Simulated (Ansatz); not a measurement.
# What WC (Fm-3m) distorts into, part 2 of 3

Wanted: the energy along a soft mode of WC (Fm-3m) and the structure at the end.

Ansatz 0.2.0; DFT PBEsol, scalar-relativistic, plane waves, PAW.

So far, highest frequency on path, mesh or solved points (cm⁻¹): step 2 (phonons on a q mesh) 690. Also lowest frequency on the path (cm⁻¹): step 2 -154.

### Step 5. Energy along the mode, all amplitudes (two of the runs are shown above)

An imaginary frequency means negative curvature, so the energy should fall and then rise again as anharmonic terms take over.

Numbers from this step:

```yaml
depth_at_the_lowest_point_sampled: 5.59 meV/atom
largest_atomic_shift_at_that_point: 0.08 Å
```

The energy from the parent by largest atomic shift:

| largest atomic shift (Å) | energy from the parent (meV/atom) |
| --- | --- |
| 0.0000 | 0 |
| 0.0400 | -1.77 |
| 0.0800 | -5.59 |
| 0.1400 | -1.53 |
| 0.2200 | 50.2 |

Displacement at unit largest shift by atom:

| atom | x (Å) | y (Å) | z (Å) | size |
| --- | --- | --- | --- | --- |
| W1 | 0.00 | 0.00 | 1.00 | 1.00 |
| W2 | 0.00 | 0.00 | -1.00 | 1.00 |
| W3 | 0.00 | 0.00 | 1.00 | 1.00 |
| W4 | 0.00 | 0.00 | -1.00 | 1.00 |
| C5 | 0.00 | 0.00 | -0.90 | 0.90 |
| C6 | 0.00 | 0.00 | 0.90 | 0.90 |
| C7 | 0.00 | 0.00 | -0.90 | 0.90 |
| C8 | 0.00 | 0.00 | 0.90 | 0.90 |

The lowest step is at 0.08 Å, 5.59 meV/atom below the parent, and the energy rises beyond it.

### Step 6. Relaxing from the distorted cell

Starting from the lowest point found, all atoms and the cell are let go, so that strain and other modes of the same symmetry can join in.

input.yaml

```yaml
crystal:
  lattice:
    - [0.0, 0.0, -4.3452637359]
    - [4.3452637359, 0.0, 0.0]
    - [2.1726318679, -4.3452637359, -2.1726318679]
  atoms:
    - { symbol: W, position: [0.4815891497, 0.5, 0.0] }
    - { symbol: W, position: [0.0184108503, 0.0, 0.0] }
    - { symbol: W, position: [0.2315891497, 0.75, 0.5] }
    - { symbol: W, position: [0.7684108503, 0.25, 0.5] }
    - { symbol: C, position: [0.5166094746, 0.0, 0.0] }
    - { symbol: C, position: [-0.0166094746, 0.5, 0.0] }
    - { symbol: C, position: [0.2666094746, 0.25, 0.5] }
    - { symbol: C, position: [0.7333905254, 0.75, 0.5] }
kpoints:
  mp_grid: { grid: [8, 8, 8] }
hamiltonian:
  xc: pbesol
scf:
  occupations: { method: methfessel_paxton, width: 0.15 }
output:
  forces: true
  stress: true
  eigenvalues: true
relax:
  adjacent_minimum: "off"
  f_tol: 0.002
  max_steps: 120
  cell: { stress_tol: 0.03 }
```

The run is started by

```console
$ ansatz run input.yaml --threads 4 --pin off --max-ram 7168MiB --backend cpu --events-out ev --progress --plain --runs-dir out
```

Log:

```text
[...]
Crystal: 8 atoms, lattice volume = 82.044 Å³
Basis set: ecut = 420 eV, 1591 PW (Γ), exchange–correlation on 60×60×72 points (8 copies of the dense FFT grid, shifted against one another)
Bands: 44, of which v1, the nominal top of the filled ones, is band 36 counted from 1 (35 counted from 0)
Symmetry: 8 space group operations
[...]
k-points: 95 of 512
[...]
SCF iter   1: F=—  HF=-42011.353475 eV  |F-HF|=—  |Δ(HF+E_count)|=         —  Δρ=7.68e-3  dr2=3.93e-2  ethr=1.77e-3  ⟨swp⟩=5.1  Hψ=15974  notcnv=0
[...]
SCF iter   6: F=-42011.345549 eV  HF=-42011.345549 eV  |F-HF|=2.55e-9  |Δ(HF+E_count)|=   7.73e-9  S|Δr|=    0.00e0  Δρ=2.04e-6  dr2=4.80e-9  ethr=1.39e-10  ⟨swp⟩=8.0  Hψ=15526  notcnv=0
SCF 1 converged in 6 iterations: F = -42011.345549 eV  dr2 = 4.80e-9
[...]
relax step   1: F+E_penalty+E_count = -42011.34554924 eV  Δ(F+E_penalty+E_count) = +0.000e0 eV  max|allowed force component| = 2.113e-1 eV/Å  Δτ_max = 0.0000 Å  P = +0.077 GPa  Ω = 82.044 Å³  (6 SCF iters, dr2 threshold 1.00e-7 eV, accepted)
Crystal: 8 atoms, lattice volume = 81.996 Å³
Basis set: ecut = 420 eV, 1607 PW (Γ), exchange–correlation on 60×60×72 points (8 copies of the dense FFT grid, shifted against one another)
[...]
SCF iter   5: F=-42011.399634 eV  HF=-42011.399634 eV  |F-HF|=2.28e-8  |Δ(HF+E_count)|=   1.73e-7  S|Δr|=    0.00e0  Δρ=6.12e-6  dr2=3.79e-8  ethr=9.05e-10  ⟨swp⟩=2.7  Hψ=14038  notcnv=0
SCF 2 converged in 5 iterations: F = -42011.399634 eV  dr2 = 3.79e-8
relax step   2: F+E_penalty+E_count = -42011.39963393 eV  Δ(F+E_penalty+E_count) = -5.408e-2 eV  max|allowed force component| = 2.660e-1 eV/Å  Δτ_max = 0.0148 Å  P = +0.374 GPa  Ω = 81.996 Å³  energy of the carried Pulay correction = +9.970e-5 eV  (5 SCF iters, dr2 threshold 8.00e-7 eV, accepted)
Crystal: 8 atoms, lattice volume = 81.740 Å³
Basis set: ecut = 420 eV, 1599 PW (Γ), exchange–correlation on 60×60×72 points (8 copies of the dense FFT grid, shifted against one another)
[...]
SCF iter   5: F=-42011.376083 eV  HF=-42011.376083 eV  |F-HF|=1.73e-7  |Δ(HF+E_count)|=   1.85e-6  S|Δr|=    0.00e0  Δρ=2.45e-5  dr2=4.07e-7  ethr=1.11e-9  ⟨swp⟩=7.8  Hψ=20519  notcnv=0
SCF 3 converged in 5 iterations: F = -42011.376083 eV  dr2 = 4.07e-7
relax step   3: F+E_penalty+E_count = -42011.37608271 eV  Δ(F+E_penalty+E_count) = +2.355e-2 eV  max|allowed force component| = 6.843e-1 eV/Å  Δτ_max = 0.0969 Å  P = +3.680 GPa  Ω = 81.740 Å³  energy of the carried Pulay correction = +6.233e-4 eV  (5 SCF iters, dr2 threshold 8.00e-7 eV, rejected (line search))
[... from here on, the SCF cycles and remarks between the steps are left out ...]
relax step   4: F+E_penalty+E_count = -42011.44147686 eV  Δ(F+E_penalty+E_count) = -4.184e-2 eV  max|allowed force component| = 1.573e-1 eV/Å  Δτ_max = 0.0328 Å  P = -1.388 GPa  Ω = 82.466 Å³  energy of the carried Pulay correction = -8.595e-4 eV  (8 SCF iters, accepted)
relax step   5: F+E_penalty+E_count = -42011.45348648 eV  Δ(F+E_penalty+E_count) = -1.201e-2 eV  max|allowed force component| = 5.950e-2 eV/Å  Δτ_max = 0.0319 Å  P = +1.391 GPa  Ω = 81.991 Å³  energy of the carried Pulay correction = +1.089e-4 eV  (5 SCF iters, dr2 threshold 8.00e-7 eV, accepted)
relax step   6: F+E_penalty+E_count = -42011.45926444 eV  Δ(F+E_penalty+E_count) = -5.778e-3 eV  max|allowed force component| = 9.991e-2 eV/Å  Δτ_max = 0.0067 Å  P = -0.042 GPa  Ω = 82.255 Å³  energy of the carried Pulay correction = -4.300e-4 eV  (4 SCF iters, dr2 threshold 8.00e-7 eV, accepted)
relax step   7: F+E_penalty+E_count = -42011.47188560 eV  Δ(F+E_penalty+E_count) = -1.262e-2 eV  max|allowed force component| = 1.499e-1 eV/Å  Δτ_max = 0.0222 Å  P = -1.351 GPa  Ω = 82.533 Å³  energy of the carried Pulay correction = -9.956e-4 eV  (5 SCF iters, dr2 threshold 8.00e-7 eV, accepted)
relax step   8: F+E_penalty+E_count = -42011.49533178 eV  Δ(F+E_penalty+E_count) = -2.345e-2 eV  max|allowed force component| = 1.291e-1 eV/Å  Δτ_max = 0.0269 Å  P = -1.556 GPa  Ω = 82.600 Å³  energy of the carried Pulay correction = -1.132e-3 eV  (5 SCF iters, dr2 threshold 8.00e-7 eV, accepted)
relax step   9: F+E_penalty+E_count = -42010.83766271 eV  Δ(F+E_penalty+E_count) = +6.577e-1 eV  max|allowed force component| = 3.162e0 eV/Å  Δτ_max = 0.1967 Å  P = +5.977 GPa  Ω = 81.843 Å³  energy of the carried Pulay correction = +4.124e-4 eV  (7 SCF iters, dr2 threshold 8.00e-7 eV, rejected (line search))
relax step  10: F+E_penalty+E_count = -42011.47449649 eV  Δ(F+E_penalty+E_count) = +2.084e-2 eV  max|allowed force component| = 3.638e-1 eV/Å  Δτ_max = 0.0757 Å  P = +2.555 GPa  Ω = 81.805 Å³  energy of the carried Pulay correction = +4.901e-4 eV  (8 SCF iters, rejected (line search))
relax step  11: F+E_penalty+E_count = -42011.50325612 eV  Δ(F+E_penalty+E_count) = -7.924e-3 eV  max|allowed force component| = 6.710e-2 eV/Å  Δτ_max = 0.0422 Å  P = +0.012 GPa  Ω = 82.225 Å³  energy of the carried Pulay correction = -3.695e-4 eV  (8 SCF iters, accepted)
relax step  12: F+E_penalty+E_count = -42011.50714895 eV  Δ(F+E_penalty+E_count) = -3.893e-3 eV  max|allowed force component| = 5.264e-2 eV/Å  Δτ_max = 0.0142 Å  P = -0.247 GPa  Ω = 82.305 Å³  energy of the carried Pulay correction = -5.312e-4 eV  (4 SCF iters, dr2 threshold 8.00e-7 eV, accepted)
relax step  13: F+E_penalty+E_count = -42011.50660046 eV  Δ(F+E_penalty+E_count) = +5.485e-4 eV  max|allowed force component| = 5.925e-2 eV/Å  Δτ_max = 0.0052 Å  P = +0.123 GPa  Ω = 82.267 Å³  energy of the carried Pulay correction = -4.549e-4 eV  (5 SCF iters, dr2 threshold 3.51e-7 eV, rejected (line search))
relax step  14: F+E_penalty+E_count = -42011.50761828 eV  Δ(F+E_penalty+E_count) = -4.693e-4 eV  max|allowed force component| = 9.732e-3 eV/Å  Δτ_max = 0.0042 Å  P = -0.075 GPa  Ω = 82.290 Å³  energy of the carried Pulay correction = -5.026e-4 eV  (8 SCF iters, accepted)
relax step  15: F+E_penalty+E_count = -42011.50768569 eV  Δ(F+E_penalty+E_count) = -6.741e-5 eV  max|allowed force component| = 1.828e-3 eV/Å  Δτ_max = 0.0009 Å  P = +0.021 GPa  Ω = 82.273 Å³  energy of the carried Pulay correction = -4.662e-4 eV  (4 SCF iters, dr2 threshold 9.24e-8 eV, accepted)
relax step  16: F+E_penalty+E_count = -42011.50767865 eV  Δ(F+E_penalty+E_count) = +7.038e-6 eV  max|allowed force component| = 1.028e-3 eV/Å  Δτ_max = 0.0002 Å  P = +0.003 GPa  Ω = 82.278 Å³  energy of the carried Pulay correction = -4.770e-4 eV  (4 SCF iters, dr2 threshold 1.34e-8 eV, accepted)
[...]
SCF iter   5: F=-42011.508402 eV  HF=-42011.508402 eV  |F-HF|=0.00e0  |Δ(HF+E_count)|=  3.64e-11  S|Δr|=    0.00e0  Δρ=3.58e-8  dr2=1.36e-12  ethr=1.00e-12  ⟨swp⟩=5.4  Hψ=17070  notcnv=0
SCF 17 converged in 5 iterations: F = -42011.508402 eV  dr2 = 1.36e-12
relax step  17: F+E_penalty+E_count = -42011.50840187 eV  Δ(F+E_penalty+E_count) = -7.232e-4 eV  max|allowed force component| = 1.058e-3 eV/Å  Δτ_max = 0.0000 Å  P = +0.009 GPa  Ω = 82.278 Å³  stress off target by 2.95e-2 GPa  SCF on the basis re-selected at this cell (its energy is not comparable with the rows above)  (5 SCF iters)
basis re-selected at this cell: Δ(F+E_penalty+E_count) = -7.232e-4 eV, ΔP = +0.006 GPa vs the last step (what re-selecting the basis moved, of the pressure what is left beyond the Pulay correction that the steps carried, after the strain that the cell walked since its last selection, with what the two solves' SCF thresholds leave and, on support functions, any second-order correction that the steps lacked; it is no m [...]
SCF converged after 5 iterations
[...]
Free energy (F): -42011.508402 eV
[...]
Internal energy: -42011.512325 eV  (E = F + TS)
E sigma→0 (E₀):  -42011.509383 eV
Entropy (-TS):   0.003923 eV (0.490 meV/atom)
Fermi energy:    21.886341 eV
[...]
--- Forces (eV/Å), atoms counted from 1 ---
  atom   1  W      0.00000000     0.00023188     0.00005741
  atom   2  W      0.00000000     0.00023188    -0.00005741
  atom   3  W     -0.00000000    -0.00023188     0.00005741
  atom   4  W     -0.00000000    -0.00023188    -0.00005741
  atom   5  C      0.00000000     0.00105821    -0.00016157
  atom   6  C      0.00000000     0.00105821     0.00016157
  atom   7  C     -0.00000000    -0.00105821    -0.00016157
  atom   8  C     -0.00000000    -0.00105821     0.00016157
  max |Σ_I F_I| component: 1.39e-17 eV/Å
--- Stress (GPa, compression-positive) ---
       -0.013744       0.000000       0.000000
        0.000000       0.012629       0.000000
        0.000000       0.000000       0.029524
  P = ⅓ Tr σ = 0.0095 GPa (0.095 kbar)
--- Band table (eV; the first three rows and the last of 95) ---
  k-point 0: bands = [... 32 lower, 19.9987, 20.6826, 20.8666, 20.9903, 21.0892, 21.3026, 21.4481, 21.9374, ... 4 higher]
  k-point 1: bands = [... 32 lower, 19.6921, 19.8631, 20.5645, 21.0107, 21.1943, 21.3449, 21.7794, 22.9370, ... 4 higher]
  k-point 2: bands = [... 32 lower, 19.4575, 19.5882, 20.0941, 20.4163, 21.7367, 21.8832, 22.0735, 22.8923, ... 4 higher]
  k-point 94: bands = [... 32 lower, 21.9375, 21.9375, 22.4822, 22.4822, 22.8026, 22.8026, 23.5118, 23.5118, ... 4 higher]
--- Relaxed structure (16 steps of the walk, 12 accepted, 1 SCFs on fresh bases) ---
  F+E_penalty+E_count = -42011.50840187 eV   max|allowed force component| = 1.058e-3 eV/Å   (the final SCF, on the basis selected at the relaxed cell)
  cell:  # Å, volume = 82.2779 Å³
    - [0, -2.524119e-11, -4.387196]
    - [4.281392, -2.463246e-11, 0]
    - [2.140696, -4.380375, -2.193598]
  atoms:
    - { symbol: W, position: [0.464329, 0.488955, 0.022090] }
    - { symbol: W, position: [0.013581, -0.011045, 0.022090] }
    - { symbol: W, position: [0.236419, 0.761045, 0.477910] }
    - { symbol: W, position: [0.785671, 0.261045, 0.477910] }
    - { symbol: C, position: [0.527136, 0.00882136, -0.017643] }
    - { symbol: C, position: [-0.00949348, 0.508821, -0.017643] }
    - { symbol: C, position: [0.259493, 0.241179, 0.517643] }
    - { symbol: C, position: [0.722864, 0.741179, 0.517643] }
```

Elapsed: 92 s, on 4 threads of Arm Neoverse V2, shared host; peak memory 0.57 GiB; 5.9 min of CPU time.

The steps of the relaxation:

| step | energy less that of the first step (eV) | largest force component (eV/Å) | pressure (GPa) | volume (Å³) |
| --- | --- | --- | --- | --- |
| 1 | 0.0000 | 0.2113 | 0.08 | 82.04 |
| 2 | -0.0541 | 0.2660 | 0.37 | 82.00 |
| 3 | -0.0305 | 0.6843 | 3.68 | 81.74 |
| 4 | -0.0959 | 0.1573 | -1.39 | 82.47 |
| 5 | -0.1079 | 0.0595 | 1.39 | 81.99 |
| 6 | -0.1137 | 0.0999 | -0.04 | 82.25 |
| 7 | -0.1263 | 0.1499 | -1.35 | 82.53 |
| 8 | -0.1498 | 0.1291 | -1.56 | 82.60 |
| 9 | 0.5079 | 3.1621 | 5.98 | 81.84 |
| 10 | -0.1289 | 0.3638 | 2.56 | 81.80 |
| 11 | -0.1577 | 0.0671 | 0.01 | 82.23 |
| 12 | -0.1616 | 0.0526 | -0.25 | 82.30 |
| 13 | -0.1611 | 0.0593 | 0.12 | 82.27 |
| 14 | -0.1621 | 0.0097 | -0.08 | 82.29 |
| 15 | -0.1621 | 0.0018 | 0.02 | 82.27 |
| 16 | -0.1621 | 0.0010 | 0.00 | 82.28 |
| 17* | -0.1629 | 0.0011 | 0.01 | 82.28 |

Relaxation steps marked * repeat the geometry before them on a plane-wave basis chosen anew for their cell, so energy and pressure can jump there. Relaxation steps 3, 9, 10, 13 were tried and not accepted.

Forces are held to the 8 operations that the program found; a distortion that breaks them can't arise in this run.

```csv
"conventional cell, symmetrised",before,after,change
a (Å),4.345,4.387,+1.0 %
b (Å),8.691,8.761,+0.8 %
c (Å),4.345,4.281,-1.5 %
volume (Å³/atom),10.26,10.28,+0.3 %
```

The atoms that moved most (Å, as changes of fractional coordinates times the final cell):

| atom | dx | dy | dz | length |
| --- | --- | --- | --- | --- |
| W4 | 0.000 | 0.097 | -0.027 | 0.101 |
| W3 | 0.000 | 0.097 | 0.027 | 0.101 |
| W2 | 0.000 | -0.097 | -0.027 | 0.101 |
| W1 | 0.000 | -0.097 | 0.027 | 0.101 |
| C7 | 0.000 | -0.077 | -0.007 | 0.078 |
| C5 | 0.000 | 0.077 | -0.007 | 0.078 |
| C6 | 0.000 | 0.077 | 0.007 | 0.078 |
| C8 | 0.000 | -0.077 | 0.007 | 0.078 |

Numbers from this step:

```
pressure        : 0.009469 GPa
volume per atom : 10.28 Å³
```

The distorted start has space group Ibam; the relaxation ends in Ibam.

### Step 7. The new phase in its own primitive cell

The relaxed structure is symmetrised, reduced to its primitive cell and relaxed tightly, as its phonons need.

input.yaml

```yaml
crystal:
  lattice:
    - [-2.1935980836, 4.3803753061, 2.140696064]
    - [2.1935980836, -4.3803753061, 2.140696064]
    - [2.1935980836, 4.3803753061, -2.140696064]
  atoms:
    - { symbol: W, position: [0.1139550983, 0.7746262568, 0.8885813551] }
    - { symbol: W, position: [0.6139550983, 0.7253737432, 0.3393288415] }
    - { symbol: W, position: [0.3860449017, 0.2746262568, 0.6606711585] }
    - { symbol: W, position: [0.8860449017, 0.2253737432, 0.1114186449] }
    - { symbol: C, position: [0.6338213559, 0.2316851666, 0.8655065225] }
    - { symbol: C, position: [0.1338213559, 0.2683148334, 0.4021361893] }
    - { symbol: C, position: [0.8661786441, 0.7316851666, 0.5978638107] }
    - { symbol: C, position: [0.3661786441, 0.7683148334, 0.1344934775] }
kpoints:
  mp_grid: { grid: [10, 10, 10] }
hamiltonian:
  xc: pbesol
scf:
  occupations: { method: methfessel_paxton, width: 0.15 }
output:
  forces: true
  stress: true
  eigenvalues: true
relax:
  adjacent_minimum: "off"
  f_tol: 0.001
  max_steps: 60
  cell: { stress_tol: 0.01 }
```

Log:

```text
[...]
Crystal: 8 atoms, lattice volume = 82.278 Å³
Basis set: ecut = 420 eV, 1599 PW (Γ), exchange–correlation on 72×72×72 points (8 copies of the dense FFT grid, shifted against one another)
Bands: 44, of which v1, the nominal top of the filled ones, is band 36 counted from 1 (35 counted from 0)
Symmetry: 8 space group operations
[...]
k-points: 171 of 1000
[...]
atoms:
    - { symbol: W, position: [0.113209, 0.771417, 0.884625] }
    - { symbol: W, position: [0.613209, 0.728583, 0.341792] }
    - { symbol: W, position: [0.386791, 0.271417, 0.658208] }
    - { symbol: W, position: [0.886791, 0.228583, 0.115375] }
    - { symbol: C, position: [0.634681, 0.234050, 0.868732] }
    - { symbol: C, position: [0.134681, 0.265950, 0.400631] }
    - { symbol: C, position: [0.865319, 0.734050, 0.599369] }
    - { symbol: C, position: [0.365319, 0.765950, 0.131268] }
[key lines of the parts left out:]
SCF converged after 4 iterations
Free energy (F): -42011.503272 eV
Fermi energy:    21.887717 eV
P = ⅓ Tr σ = 0.0003 GPa (0.003 kbar)
```

It took 81 s on 4 threads; peak memory 0.74 GiB.

The steps of the relaxation:

```csv
step,energy less that of the first step (eV),largest force component (eV/Å),pressure (GPa),volume (Å³)
1,0.0000,0.0325,0.03,82.28
2,-0.0011,0.0291,-0.04,82.28
3,-0.0025,0.0130,0.06,82.22
4,-0.0025,0.0081,-0.11,82.26
5,-0.0026,0.0011,0.04,82.23
6,-0.0025,0.0017,-0.03,82.24
7,-0.0026,0.0001,0.00,82.24
8*,-0.0025,0.0001,0.00,82.24
9*,-0.0025,0.0001,0.00,82.24
10*,-0.0025,0.0001,0.00,82.24
```

Relaxation steps marked * repeat the geometry before them on a plane-wave basis chosen anew for their cell, so energy and pressure can jump there.

Forces are held to the 8 operations that the program found; a distortion that breaks them can't arise in this run.

```
conventional cell, symmetrised  before  after  change
                         a (Å)   4.387  4.368  -0.4 %
                         b (Å)   8.761  8.782  +0.2 %
                         c (Å)   4.281  4.287  +0.1 %
              volume (Å³/atom)   10.28  10.28  -0.0 %
```

The atoms that moved most (Å, as changes of fractional coordinates times the final cell):

| atom | dx | dy | dz | length |
| --- | --- | --- | --- | --- |
| W4 | 0.014 | 0.007 | 0.000 | 0.015 |
| W3 | -0.014 | 0.007 | 0.000 | 0.015 |
| W2 | 0.014 | -0.007 | 0.000 | 0.015 |
| W1 | -0.014 | -0.007 | 0.000 | 0.015 |
| C5 | 0.010 | 0.008 | 0.000 | 0.013 |
| C7 | 0.010 | -0.008 | 0.000 | 0.013 |
| C8 | -0.010 | -0.008 | 0.000 | 0.013 |
| C6 | -0.010 | 0.008 | 0.000 | 0.013 |

This step gave:

- pressure: 2.53e-4 GPa

The largest force component left is 0.10 meV/Å and the pressure is 0.000 GPa, within the tolerances set. The cell now holds 10.28 Å³/atom.

(Continued in part 3 of 3.)

[Long decimals in the printed logs are rounded to 6 places.]

[Logs are printed without paths, hosts, clocks, repeated set-up lines and the standing remarks that a program may print on its own settings, such as how far it seeks lower states.]

[Hosts, paths, dates, database ids (printed as entryN), source tags and the programs' standing remarks are cut or masked in the printed files.]

[Where the starting crystal was built by hand or by swapping elements, it need not be the compound's stable phase.]
